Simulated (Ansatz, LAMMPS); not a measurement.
**Glassy 50P2O5-25K2O-25CaO (mol %) (76 atoms): support functions against a reference**

Aim: test how closely localised support functions follow the reference on glassy 50P2O5-25K2O-25CaO (mol %) (76 atoms), and at what cost. A setting counts as converged where the r.m.s. difference of forces stays under 1 % of the r.m.s. force.

Calculated with Ansatz 0.2.0; Kohn-Sham DFT, PBE, PAW (set soft_2), plane waves.

## Step 1: Set-up

The cell holds 76 atoms: 16 P, 8 K, 4 Ca and 48 O. Its edges and angles: a = 10.407 Å, b = 10.407 Å, c = 10.407 Å, α = 90.0°, β = 90.0°, γ = 90.0°. 76 atoms (16 P, 8 K, 4 Ca, 48 O) placed at random at 2.56 g/cm³, melted at 4000 K for 10 ps at fixed volume with the Morse and Coulomb pair potential with partial charges (Pedone, Malavasi, Menziani, Cormack and Segre, J. Phys. Chem. B 110, 11780 (2006)). Quenched from 4000 K to 300 K at 8 K/ps and fixed volume, held 10 ps at zero pressure.

What the set-up can't give: The quench rate of 8 K/ps is many orders above laboratory rates, so the cell is likely richer in defects and strain than a real sample. The network of bonds at the start is that of the classical potential that made the cell, and needn't be the one that DFT or experiment would give. Sampling is at Γ alone, for a cell whose shortest periodic width is 10 Å.

## Step 2: The classical run that made the cell

A classical potential supplies the starting structure, since it reaches far longer times than DFT.

This step: classical MD, Morse and Coulomb pair potential with partial charges (Pedone, Malavasi, Menziani, Cormack and Segre, J. Phys. Chem. B 110, 11780 (2006)) (LAMMPS 22 Jul 2025 - Update 4).

in.lmp reads:

```
# melt-quench of P16K8Ca4O48
units metal
atom_style charge
boundary p p p
region box block 0 10.4036 0 10.4036 0 10.4036
create_box 4 box
mass 1 30.9738   # P
mass 2 39.0983   # K
mass 3 40.0780   # Ca
mass 4 15.9990   # O
create_atoms 1 random 16 380826 NULL overlap 1.5 maxtry 2000
create_atoms 2 random 8 380833 NULL overlap 1.5 maxtry 2000
create_atoms 3 random 4 380840 NULL overlap 1.5 maxtry 2000
create_atoms 4 random 48 380847 NULL overlap 1.5 maxtry 2000
pair_style hybrid/overlay pedone 5.5 coul/long 8.0
pair_coeff * * coul/long
pair_coeff 1 4 pedone 0.831326 2.585833 1.800790 1   # P-O
pair_coeff 2 4 pedone 0.011612 2.062605 3.305308 5   # K-O
pair_coeff 3 4 pedone 0.030211 2.241334 2.923245 5   # Ca-O
pair_coeff 4 4 pedone 0.042395 1.379316 3.618701 22   # O-O
set type 1 charge 3
set type 2 charge 0.6
set type 3 charge 1.2
set type 4 charge -1.2
kspace_style pppm 1.0e-4
neigh_modify delay 0 every 1 check yes
thermo_style custom step time temp pe press density
thermo_modify norm yes
timestep 0.002
thermo 100
min_style cg
minimize 1e-4 1e-4 200 2000
reset_timestep 0
velocity all create 4000 380827 mom yes dist gaussian
# [... 11 lines left out ...]
fix md all nvt temp 4000 300 0.2
run 231250 post no
unfix md
thermo 1666
fix md all npt temp 300 300 0.2 iso 0 0 2
run 5000 post no
unfix md
write_dump all custom glass.dump id type xs ys zs modify sort id
```

Run with:

```console
$ lmp -in in.lmp -log none -nocite
```

Standard output:

```text
LAMMPS (22 Jul 2025 - Update 4)
Created orthogonal box = (0 0 0) to (10.4036 10.4036 10.4036)
Created 16 atoms
Created 8 atoms
Created 4 atoms
Created 48 atoms
PPPM initialization ...
  G vector (1/distance) = 0.3866816
  grid = 12 12 12
  estimated relative force accuracy = 5.292763e-05
   Step          Time           Temp          PotEng         Press         Density
         0   0              0             -4.2006123      645212.3       2.5609773
       100   0.2            0             -17.915273      2406.8264      2.5609773
       134   0.268          0             -18.048337      14017.885      2.5609773
Loop time of 0.0912549 s on 1 MPI rank(s) for 134 steps with 76 atoms
Minimization stats:
  Stopping criterion = energy tolerance
  Energy initial, next-to-last, final =
     -4.20061232708264  -18.0468222421925  -18.0483365392083
  Force two-norm initial, final = 300.55639 3.443036
  Iterations, force evaluations = 134 207
[... 7 lines left out ...]
      1666   3.332          4342.2862     -17.564352      38874.634      2.5609773
      2499   4.998          4175.4053     -17.687404      80553.926      2.5609773
      3332   6.664          3955.2014     -17.52887       49005.105      2.5609773
      4165   8.33           3941.2627     -17.659584      89515.804      2.5609773
      4998   9.996          3967.2045     -17.674962      83866.781      2.5609773
[... 2 lines left out ...]
Loop time of 1.88189 s on 1 MPI rank(s) for 5000 steps with 76 atoms
   Step          Time           Temp          PotEng         Press         Density
[... 12 lines left out ...]
Loop time of 84.4762 s on 1 MPI rank(s) for 231250 steps with 76 atoms
   Step          Time           Temp          PotEng         Press         Density
[... 1 line left out ...]
    238238   476.476        334.58005     -18.151344     -8983.4981      2.5179524
    239904   479.808        306.65189     -18.158698      10692.451      2.522469
    241570   483.14         327.1141      -18.153906     -9024.5042      2.5292344
    242250   484.5          286.87049     -18.149926     -6770.5136      2.5586691
Loop time of 2.36163 s on 1 MPI rank(s) for 5000 steps with 76 atoms
```

Elapsed: 89 s, on 1 thread of Arm Neoverse V2, shared host; peak memory 0.068 GiB.

## Step 3: Plane-wave single point

This run is the reference for what follows, at a cutoff of 420 eV.

input.yaml reads:

```yaml
crystal:
  lattice:
    - [10.40673, 0.0, 0.0]
    - [0.0, 10.40673, 0.0]
    - [0.0, 0.0, 10.40673]
  atoms:
    - { symbol: P, position: [0.44817, 0.93111, 0.46371] }
    - { symbol: P, position: [0.95736, 0.11389, 0.97591] }
    - { symbol: P, position: [0.61238, 0.31516, 0.26203] }
    - { symbol: P, position: [0.08182, 0.11351, 0.70637] }
    - { symbol: P, position: [0.28602, 0.06915, 0.10609] }
    - { symbol: P, position: [0.21205, 0.43439, 0.4123] }
    - { symbol: P, position: [0.67417, 0.57676, 0.39754] }
    - { symbol: P, position: [0.56873, 0.43843, 0.99273] }
    - { symbol: P, position: [0.75054, 0.95766, 0.45932] }
    - { symbol: P, position: [0.56895, 0.06693, 0.08249] }
    - { symbol: P, position: [0.36724, 0.81691, 0.73974] }
    - { symbol: P, position: [0.0135, 0.55838, 0.7957] }
    - { symbol: P, position: [0.87592, 0.65745, 0.18326] }
    - { symbol: P, position: [0.81453, 0.34769, 0.857] }
    - { symbol: P, position: [0.77874, 0.87826, 0.00765] }
    - { symbol: P, position: [0.415, 0.23059, 0.47626] }
    - { symbol: K, position: [0.1777, 0.70639, 0.04359] }
    - { symbol: K, position: [0.63818, 0.06401, 0.73829] }
    - { symbol: K, position: [0.9741, 0.15707, 0.33798] }
    - { symbol: K, position: [0.67924, 0.66705, 0.7046] }
    - { symbol: K, position: [0.12666, 0.38694, 0.07132] }
    - { symbol: K, position: [0.42628, 0.69318, 0.19579] }
    - { symbol: K, position: [0.14426, 0.74598, 0.48661] }
    - { symbol: K, position: [0.11498, 0.91826, 0.31498] }
    - { symbol: Ca, position: [0.40779, 0.1863, 0.81053] }
    - { symbol: Ca, position: [0.34237, 0.48253, 0.72242] }
    - { symbol: Ca, position: [0.87598, 0.34373, 0.5215] }
    - { symbol: Ca, position: [0.95356, 0.82198, 0.69792] }
    - { symbol: O, position: [0.56613, 0.37123, 0.12698] }
    - { symbol: O, position: [0.02067, 0.2425, 0.66769] }
    - { symbol: O, position: [0.51019, 0.26769, 0.36705] }
    - { symbol: O, position: [0.86698, 0.23138, 0.93568] }
    - { symbol: O, position: [0.9757, 0.67604, 0.86522] }
    - { symbol: O, position: [0.77277, 0.63771, 0.3008] }
    - { symbol: O, position: [0.41715, 0.92096, 0.82819] }
    - { symbol: O, position: [0.75242, 0.29863, 0.29321] }
    - { symbol: O, position: [0.57062, 0.57954, 0.025] }
    - { symbol: O, position: [0.06852, 0.40791, 0.40706] }
    - { symbol: O, position: [0.75122, 0.29629, 0.73809] }
    - { symbol: O, position: [0.28366, 0.16823, 0.99799] }
    - { symbol: O, position: [0.14322, 0.50995, 0.837] }
    - { symbol: O, position: [0.37895, 0.87933, 0.35461] }
    - { symbol: O, position: [0.40494, 0.87267, 0.59722] }
    - { symbol: O, position: [0.92248, 0.44479, 0.83313] }
    - { symbol: O, position: [0.40991, 0.08129, 0.48443] }
    - { symbol: O, position: [0.04327, 0.00237, 0.61786] }
    - { symbol: O, position: [0.59071, 0.68617, 0.42778] }
    - { symbol: O, position: [0.19489, 0.95948, 0.08096] }
    - { symbol: O, position: [0.59807, 0.16326, 0.18506] }
    - { symbol: O, position: [0.8146, 0.94023, 0.33229] }
    - { symbol: O, position: [0.22446, 0.79963, 0.74987] }
    - { symbol: O, position: [0.27055, 0.1286, 0.23818] }
    - { symbol: O, position: [0.82594, 0.76741, 0.09929] }
    - { symbol: O, position: [0.24674, 0.51695, 0.52996] }
    - { symbol: O, position: [0.43218, 0.6892, 0.74886] }
    - { symbol: O, position: [0.75049, 0.85723, 0.8692] }
    - { symbol: O, position: [0.00266, 0.59736, 0.65539] }
    - { symbol: O, position: [0.26314, 0.4837, 0.28555] }
    - { symbol: O, position: [0.76281, 0.0935, 0.51388] }
    - { symbol: O, position: [0.00965, 0.6878, 0.23358] }
    - { symbol: O, position: [0.6622, 0.94841, 0.06939] }
    - { symbol: O, position: [0.60522, 0.46891, 0.32778] }
    - { symbol: O, position: [0.29121, 0.30764, 0.44416] }
    - { symbol: O, position: [0.45502, 0.28425, 0.60482] }
    - { symbol: O, position: [0.88159, 0.53317, 0.10571] }
    - { symbol: O, position: [0.58076, 0.13734, 0.9556] }
    - { symbol: O, position: [0.46579, 0.39338, 0.89487] }
    - { symbol: O, position: [0.73643, 0.51698, 0.51332] }
    - { symbol: O, position: [0.43065, 0.02897, 0.10972] }
    - { symbol: O, position: [0.59492, 0.94636, 0.45852] }
    - { symbol: O, position: [0.22241, 0.12418, 0.70905] }
    - { symbol: O, position: [0.79299, 0.86031, 0.56169] }
    - { symbol: O, position: [0.8824, 0.99056, 0.00257] }
    - { symbol: O, position: [0.7035, 0.41092, 0.92599] }
    - { symbol: O, position: [0.01845, 0.16242, 0.09522] }
    - { symbol: O, position: [0.02697, 0.09122, 0.8427] }
kpoints:
  mp_grid: { grid: [1, 1, 1] }
hamiltonian:
  xc: pbe
scf:
  occupations: { method: fermi_dirac, width: 0.05 }
output:
  forces: true
  stress: true
  populations: true
  dos:
    method: { smearing: { sigma: 0.08 } }
    de: 0.1
    projected: { site_lists: { Ca: [Ca], K: [K], O: [O], P: [P] } }
  eigenvalues: true
  write_density: true
  write_potential: true
  volumetric_format: npy
```

Run with:

```console
$ ansatz run input.yaml --threads 4 --pin off --max-ram 8192MiB --backend cpu --events-out ev --progress --plain --runs-dir out
```

Standard output:

```text
Engine: ansatz 0.2.0, aarch64-unknown-linux-gnu
Pseudopotentials: kind: paw
Pseudopotential: P, paw, valence charge 5, recommended cutoff 420 eV (normal), P.paw.azcp
Pseudopotential: K, paw, valence charge 9, recommended cutoff 420 eV (normal), K.paw.azcp
Pseudopotential: Ca, paw, valence charge 10, recommended cutoff 420 eV (normal), Ca.paw.azcp
Pseudopotential: O, paw, valence charge 6, recommended cutoff 420 eV (normal), O.paw.azcp
[... 5 lines on functional and potentials left out ...]
Crystal: 76 atoms, lattice volume = 1127.049 Å³
Basis set: ecut = 420 eV, 22119 PW (Γ), exchange–correlation on 144×144×144 points (8 copies of the dense FFT grid, shifted against one another)
Bands: 316, of which v1, the nominal top of the filled ones, is band 240 counted from 1 (239 counted from 0)
Symmetry: 1 space group operations
Space group: P1 (ITA 1), of the structure as read, at distance tolerance 1.0e-4 Å
k-points: 1
[... 9 lines on functional and potentials left out ...]
Initial density: superposition of atomic densities (neutral atoms: chi_scale 0, normalization atom), corrected by the library's trained network
Initial wavefunctions: pseudopotential atomic-orbital guess
Functional: x = pbe(κ = 0.804, μ = 0.219515), c = pbe(β = 0.066725)
SCF iter   1: F=—  HF=-58937.716134 eV  |F-HF|=—  |Δ(HF+E_count)|=         —  Δρ=3.45e-3  dr2=1.84e-1  ethr=1.77e-3  ⟨swp⟩=8.0  Hψ=1743  notcnv=0  defer=62
preconditioner: auto → Resta (q_TF=auto, 2.367 Å⁻¹)  ε∞=3.2  [insulator: Δε(μ)=3.034 eV  Ē_g=16.077 eV  σ=0.050 eV  W_gap=1.00  n_scr=250 (ndim 8)  ℏωp=23.6 eV  f_vac=0.153  D(μ)=0.00/eV (n_scr^D=0)  ε∞_Penn≈3.2]
SCF iter   2: F=—  HF=-58937.685474 eV  |F-HF|=—  |Δ(HF+E_count)|=   3.07e-2  Δρ=1.74e-3  dr2=4.16e-2  ethr=3.84e-5  ⟨swp⟩=3.0  Hψ=567  notcnv=0  defer=69
SCF iter   3: F=—  HF=-58937.682155 eV  |F-HF|=—  |Δ(HF+E_count)|=   3.32e-3  Δρ=7.65e-4  dr2=1.07e-2  ethr=8.67e-6  ⟨swp⟩=2.0  Hψ=425  notcnv=0  defer=69
SCF iter   4: F=—  HF=-58937.680340 eV  |F-HF|=—  |Δ(HF+E_count)|=   1.82e-3  Δρ=3.00e-4  dr2=1.14e-3  ethr=2.24e-6  ⟨swp⟩=3.0  Hψ=454  notcnv=0  defer=69
SCF iter   5: F=—  HF=-58937.680310 eV  |F-HF|=—  |Δ(HF+E_count)|=   3.00e-5  Δρ=1.60e-4  dr2=2.56e-4  ethr=2.38e-7  ⟨swp⟩=3.0  Hψ=501  notcnv=0  defer=69
SCF iter   6: F=—  HF=-58937.680280 eV  |F-HF|=—  |Δ(HF+E_count)|=   2.95e-5  Δρ=5.07e-5  dr2=2.28e-5  ethr=5.34e-8  ⟨swp⟩=3.0  Hψ=462  notcnv=0  defer=69
SCF iter   7: F=—  HF=-58937.681819 eV  |F-HF|=—  |Δ(HF+E_count)|=   1.54e-3  Δρ=1.94e-5  dr2=3.74e-6  ethr=4.75e-9  ⟨swp⟩=3.0  Hψ=659  notcnv=0  defer=69
SCF iter   8: F=—  HF=-58937.681820 eV  |F-HF|=—  |Δ(HF+E_count)|=   1.58e-6  Δρ=7.87e-6  dr2=6.21e-7  ethr=7.78e-10  ⟨swp⟩=3.0  Hψ=482  notcnv=0  defer=69
SCF iter   9: F=-58937.681821 eV  HF=-58937.681820 eV  |F-HF|=5.15e-8  |Δ(HF+E_count)|=   2.63e-7  Δρ=2.55e-6  dr2=7.22e-8  ethr=2.08e-11  ⟨swp⟩=27.0  Hψ=3673  notcnv=0
SCF 1 converged in 9 iterations: F = -58937.681821 eV  dr2 = 7.22e-8
  greatest PAW one-centre occupation: 0.995 electrons in one spin orbital (limit 2), on the Ca atom at site 25 (counted from 0), in its partial waves of l = 0
SCF converged after 9 iterations
Free energy (F): -58937.681821 eV
Harris-Foulkes:  -58937.681820 eV  (|F-HF|=5.15e-8)
Internal energy: -58937.681821 eV  (E = F + TS)
E sigma→0 (E₀):  -58937.681821 eV
Fermi energy:    5.798272 eV
--- Per-component energies (eV) ---
  E_band       = -3038.584940
  E_kinetic    = 12958.781881
  E_local      = -33137.731886  (includes V_loc(G=0)·N_el)
  E_nonlocal   = 3150.503115
  E_hartree    = 11956.752926
  E_xc         = -6207.842032
  E_vxc        = -7562.969848  (∫ρ·V_xc dr)
  E_paw        = -26414.617310  (= ΣΔE_a)
  E_vpaw       = -2360.792317  (= ΣTr[D̂ρ^β])
  E_aug_tail   = 0.120922  (compensation charges beyond the density's cutoff)
  E_ewald      = -21243.649437
  E_smearing   = -0.000000  (= −TS)
  E_closure    = 0.000000  (closes the sum)
  Σ components = -58937.681821   (vs F -58937.681821, Δ=0.00e0)
--- Forces (eV/Å), atoms counted from 1 ---
  atom   1  P      0.92535464     0.30481127     2.70465012
  atom   2  P      2.24978558     2.81149723    -0.29731453
  atom   3  P      2.70307173     0.94559774     1.03875090
  atom   4  P     -0.17084916     2.69194086    -5.10981970
  atom   5  P     -3.35893178     3.05851543     0.24373182
  atom   6  P     -0.88647185     2.49500836    -0.42493424
  atom   7  P      0.34910433     0.28872729     0.98457160
  atom   8  P     -1.12926842     2.89391006    -0.18494113
  atom   9  P      2.15484800     1.43316616     1.59747807
  atom  10  P     -0.98777450     3.89819496    -2.50527163
  atom  11  P     -1.17925991     1.40680390     2.24272079
  atom  12  P      2.67506301     1.96182118    -1.95403744
  atom  13  P      2.32813166    -7.33206449     2.51647267
  atom  14  P     -1.12897045    -1.95828264    -3.59579708
[...]
atom  75  O     -0.14453613    -0.71662914    -0.80719222
  atom  76  O     -1.66337206    -1.94538257     5.09806199
  max |Σ_I F_I| component: 1.07e-4 eV/Å
--- Stress (GPa, compression-positive) ---
        4.576009      -1.275568       0.246318
       -1.275574       3.589437       0.791892
        0.246317       0.791894       2.588752
  P = ⅓ Tr σ = 3.5847 GPa (35.847 kbar)
--- Band table (eV) ---
  k-point 0: bands = ["-35.3409", "-35.1083", "-35.0982", "-35.0178", [... 300 levels ...], "12.2215", "12.2531", "12.3351", "12.4534", "12.5136", "12.5985", "12.6311", "12.6776", "12.7214", "12.7534", "12.8221", "12.8571"]
--- Löwdin populations: 76 sites ---
  site symbol       q [e]
     0      P      2.7804
     1      P      2.7785
     2      P      2.7987
[...]
75      O      6.7454
  spilling = 0.015647 (of n_electrons = 480.000000)
```

Elapsed: 21 s, on 4 threads of Arm Neoverse V2, shared host; peak memory 1.3 GiB; 69 s of CPU time.

In the SCF lines HF is the Harris–Foulkes energy and dr2 the Hartree energy of the density residual, in eV; the loop may stop once dr2 is under the threshold and the program's other checks hold. Hψ counts applications of the Hamiltonian.

Numbers from this run:

| Item | Value |
| --- | --- |
| free energy | -58937.6818 eV |
| free energy per atom | -775.4958 eV/atom |
| SCF cycles | 9 |
| pressure | 3.585 GPa |
| r.m.s. force component | 1.54 eV/Å |
| longest force | 8.094 eV/Å |
| Fermi energy | 5.798 eV |
| gap (highest filled to lowest empty level) | 2.726 eV |
| spilling of the projection | 0.01565 |

The r.m.s. force component of 1.5 eV/Å sets the scale for the differences below.

## Step 4: Support functions low

With localised support functions most steps grow linearly with size, though the diagonalisation grows faster unless the density matrix is cut; this run measures error and cost at this size.

This step: Kohn-Sham DFT, PBE, PAW (set soft_2), localised support functions (low) (Ansatz 0.2.0).

input.yaml, the sections that differ from step 3:

```yaml
scf:
  occupations: { method: fermi_dirac, width: 0.05 }
  eigensolver: { kind: { support_functions: { accuracy: low } } }
  max_iter: 150
output:
  forces: true
  eigenvalues: true
# crystal, kpoints, hamiltonian: as in step 3
```

Standard output:

```text
Warning: scf.eigensolver.kind.support_functions: disabling space-group detection — the functions' gradient is summed over unrotated k-points, so no spatial operation reduces the k-mesh or symmetrises the density; time reversal is kept, so that k and −k are solved as one point where they differ and the mesh holds both, and exact exchange and, on two spinor components, a DFT+U term hold to it where the run has them: [...]
settings of this run that can trade accuracy for cost: scf.eigensolver.kind.support_functions; scf.eigensolver.kind.support_functions.accuracy: low [...]
[...]
Crystal: 76 atoms, lattice volume = 1127.049 Å³
Basis set: ecut = 420 eV, 22119 PW (Γ), exchange–correlation on 150×150×150 points (8 copies of the dense FFT grid, shifted against one another)
Bands: 288, of which v1, the nominal top of the filled ones, is band 240 counted from 1 (239 counted from 0)
Symmetry: 1 space group operations
k-points: 1
[...]
SCF iter   1: F=—  HF=-58920.922439 eV  |F-HF|=—  |Δ(HF+E_count)|=         —  Δρ=1.04e-1  dr2=2.13e2  ethr=1.00e-1
[...]
SCF iter  12: F=—  HF=-58938.017374 eV  |F-HF|=—  |Δ(HF+E_count)|=   2.89e-3  Δρ=6.00e-5  dr2=5.73e-5  ethr=4.63e-8  κ⁻¹=3.5e-5(r=7)
SCF iter  13: F=-58938.019602 eV  HF=-58938.019604 eV  |F-HF|=2.12e-6  |Δ(HF+E_count)|=   2.23e-3  Δρ=2.37e-5  dr2=9.73e-6  ethr=1.19e-8
SCF 1 converged in 13 iterations: F = -58938.044630 eV  dr2 = 9.73e-6
[...]
SCF converged after 13 iterations
Stability not checked: this state was not tested for a lower state beside it, because the mixer in use, unlike msr1, does not test its closes by its own steps (another_mixer; see scf.mixing.algorithm and scf.lower_state_search)
Free energy (F): -58938.044630 eV
[...]
Internal energy: -58938.044630 eV  (E = F + TS)
E sigma→0 (E₀):  -58938.044630 eV
Fermi energy:    5.798151 eV
[...]
Σ components = -58938.044630   (vs F -58938.044630, Δ=0.00e0)
--- Forces (eV/Å), atoms counted from 1 ---
  atom   1  P      0.92567734     0.30383378     2.70555761
  atom   2  P      2.25014511     2.81218291    -0.29713063
  atom   3  P      2.70270789     0.94807216     1.03946366
  atom   4  P     -0.17053742     2.69133132    -5.10986957
[...]
atom  76  O     -1.66303254    -1.94670701     5.09906369
  max |Σ_I F_I| component: 4.14e-3 eV/Å
--- Band table (eV) ---
[...]
```

The job ended after 2.2 min (4 threads; peak memory 3.3 GiB).

The program notes that the band table was not solved further than the SCF left it and it switched symmetry off.

Keys that differ from the reference: support_functions.accuracy = "low" and scf.max_iter = 150.

Forces differ from the reference by 1.0 meV/Å r.m.s., 0.066 % of their size, well within a tolerance of 1 %; the energy by -4.8 meV/atom. It took roughly 6.2 times the reference's time (one timing each, with unlike analyses asked), in 13 cycles against 9.

[end of part 1 of 2]

[Long decimals in the printed logs are rounded to 6 places.]

[Logs are printed without paths, hosts, clocks, repeated set-up lines and the standing remarks that a program may print on its own settings, such as how far it seeks lower states.]

[Hosts, paths, dates, database ids (printed as entryN), source tags and the programs' standing remarks are cut or masked in the printed files.]
